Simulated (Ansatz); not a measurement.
The crystal is Ba2ClF3 (P-3m1).

```xyz
6
Lattice="4.4977 0.0000 0.0000 -2.2488 3.8951 0.0000 0.0000 0.0000 7.5008" Properties=species:S:1:pos:R:3 pbc="T T T"
Ba    2.2488    1.2984    1.5094
Ba    0.0000    2.5967    5.9913
Cl    0.0000    0.0000    3.7504
F     0.0000    0.0000    0.0000
F     2.2488    1.2984    6.2686
F     0.0000    2.5967    1.2321
```

The cell and positions are those that the Materials Project relaxed with its own functionals (PBE, PBE+U or r2SCAN), kept fixed. At the settings of the band run the largest force is still 0.35 eV/Å. Spin-orbit coupling is left out unless a run names it. PAW set soft_2, made with PBE.

Gaps computed with Ansatz 0.2.0 without a self-energy: LDA 5.41 eV and HSE06 7.27 eV.

**Question.** Estimate the G0W0@LDA gap with 6×6×2 mesh, 344 empty bands, screening to 110 eV, default PAW files.

About 8.11 eV: on its mesh the run moves the gap from 5.41 eV by +2.70 eV. Among the scalar-relativistic levels given, HSE06 is nearest (−0.84 eV). Bands and cutoff are finite, so the gap is not at the basis limit. The miss can reach some tenths of an eV and take either sign; the mesh is an error of its own. The 6×6×2 mesh is coarse for this cell (its supercell is 15 Å along the shortest edge). The RPA ε∞ on it, from the LDA start, is 2.62 and 2.68; such meshes misread the long-range screening, most where the gap is narrow. The many-body steps are scalar-relativistic: spin-orbit coupling is not in them.

[Paths, hosts, dates, memory and timing lines, banners, echoed tables and standing remarks are left out of the program output.]

[Logs are printed without paths, hosts, clocks, repeated set-up lines and the standing remarks that a program may print on its own settings, such as how far it seeks lower states.]

[Runs of the session that timed out or met a known fault of the program may be left out.]

[Cells called generated may have been cut or substituted from an entry of the Crystallography Open Database or the Materials Project.]

[Hosts, paths, dates, database ids (printed as entryN), source tags and the programs' standing remarks are cut or masked in the printed files.]
